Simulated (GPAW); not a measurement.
# The Sn K excitation threshold of SnSe (Fm-3m) under uniform strain

For each volume the threshold was computed as E(hole) − E(ground) plus the lowest empty eigenvalue of the hole cell (GPAW, LDA, 8-atom cell, total energies on 3×3×3 k points, the eigenvalue on 4×4×4, hole spin-paired). The values are raw; only their change is used. The threshold is the spectrum's zero, where absorption may be weak, not the visible edge.

| volume | ln(V/V₀) | threshold (eV) |
| --- | --- | --- |
| V × 0.94 | -0.06188 | 29256.399 |
| V × 0.97 | -0.03046 | 29256.383 |
| V × 1 | +0.00000 | 29256.371 |
| V × 1.03 | +0.02956 | ? |
| V × 1.06 | +0.05827 | 29256.356 |

Question: Fit a straight line in ln(V/V₀), give its slope, and predict the threshold at V × 1.03.

The means of the given rows are x̄ = -0.00852 and Ē = 29256.377 eV. Σ(x − x̄)(E − Ē) = -0.002759 and Σ(x − x̄)² = 0.007862, so the slope is -0.35 eV, and the line passes the given rows within 0.003 eV. At x = +0.02956 it gives 29256.377 + (-0.35) × (+0.03808) = 29256.364 eV. The run gives 29256.362 eV, a miss of +0.002 eV over a total move of -0.043 eV. The slope is the clamped-ion volume deformation potential of the lowest empty level of the hole cell on this mesh (the hole may pull it below the band edge) against the Sn 1s level, with the hole's relaxation included: the threshold falls by 0.004 eV for 1 % of expansion. The charged cell's image error also scales with the cell's size and isn't taken out.

[Hosts, paths, dates, database ids (printed as entryN), source tags and the programs' standing remarks are cut or masked in the printed files.]

[Lists of maxima count a maximum above −3 eV only where it reaches 4 % of the highest in the window and stands out from its surroundings by 2 % of it (1.5 % where it reaches 55 %); shoulders and weaker maxima are passed over, and of the rest the first, up to two pre-edge ones and the few strongest are named.]
